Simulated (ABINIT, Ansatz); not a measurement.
Records of electronic-structure calculations.

```xyz
7
Lattice="-3.167 3.167 3.167 3.167 -3.167 3.167 3.167 3.167 -3.167" Properties=species:S:1:pos:R:3 pbc="T T T" subject="MoF6 (Im-3m): one start, several treatments of the self-energy" method="RPA screening on LDA, plane waves, norm-conserving pseudopotentials (and 4 further levels or steps)" program="ABINIT 10.8.3" settings="cutoff 36 Ha, PseudoDojo scalar-relativistic 0.4.1 standard, norm-conserving, ngkpt (2, 2, 2), nband 112, ecuteps 4.2 Ha, gwcalctyp 2, nfreqre 16, nfreqim 8, inclvkb 2, freqremax 40 eV, spmeth 1, nomegasf 120, shiftk (0, 0, 0), symchi 1, awtr 1, frequency cd, 2×2×2 k-mesh" cost="9 runs, 5.6 min in all on 4 MPI ranks of Arm Neoverse N1, shared host" notes="The program’s warnings: Min real frequency set to default [Ha] = and nproc spkpt=  >= nkpt= * nsppol=. The cell and positions are those that the Materials Project relaxed with its own functionals (PBE, PBE+U or r2SCAN), kept fixed. Limits: no spin-orbit coupling. The 2×2×2 mesh is coarse for this cell, which bears on the long-range parts of exchange and screening." g0w0_godby_needs_plasmon_pole="8.756 eV" g0w0_hybertsen_louie_plasmon_pole="9.741 eV" g0w0_engel_farid_plasmon_pole="8.914 eV" one_shot_cohsex="9.582 eV" one_shot_hartree_fock="16.846 eV" g0w0_contour_deformation="8.574 eV" known_limits="short of the basis limit; no spin-orbit coupling; coarse k mesh"
Mo    0.000    0.000    0.000
F     0.000    0.000    4.502
F     0.000    0.000    1.833
F     1.833    0.000    0.000
F     4.502    0.000    0.000
F     0.000    4.502    0.000
F     0.000    1.833    0.000
```

[Long decimals in the printed logs are rounded to 6 places.]

[Logs are printed without paths, hosts, clocks, repeated set-up lines and the standing remarks that a program may print on its own settings, such as how far it seeks lower states.]

[Paths, hosts, dates, memory and timing lines, banners, echoed tables and standing remarks are left out of the program output; an Ansatz launch command may be rebuilt from the run's recorded settings. Measured values are a selection of at most five: reports struck by readers or far from the other reports are left out. None is set beside runs whose start may be inverted or whose files or cutoffs have a known fault.]

[Runs of the session that timed out or met a known fault of the program may be left out.]

[Hosts, paths, dates, database ids (printed as entryN), source tags and the programs' standing remarks are cut or masked in the printed files.]

[G0W0 gaps are taken among the corrected bands and points alone; a level outside them can change the order at an edge.]

[Where Ansatz stands beside ABINIT at settings called matched, ABINIT's density can come from a denser mesh and the files from another edition; pairs whose starting gaps differed by over 0.03 eV were left out, so agreement reads better than it is.]
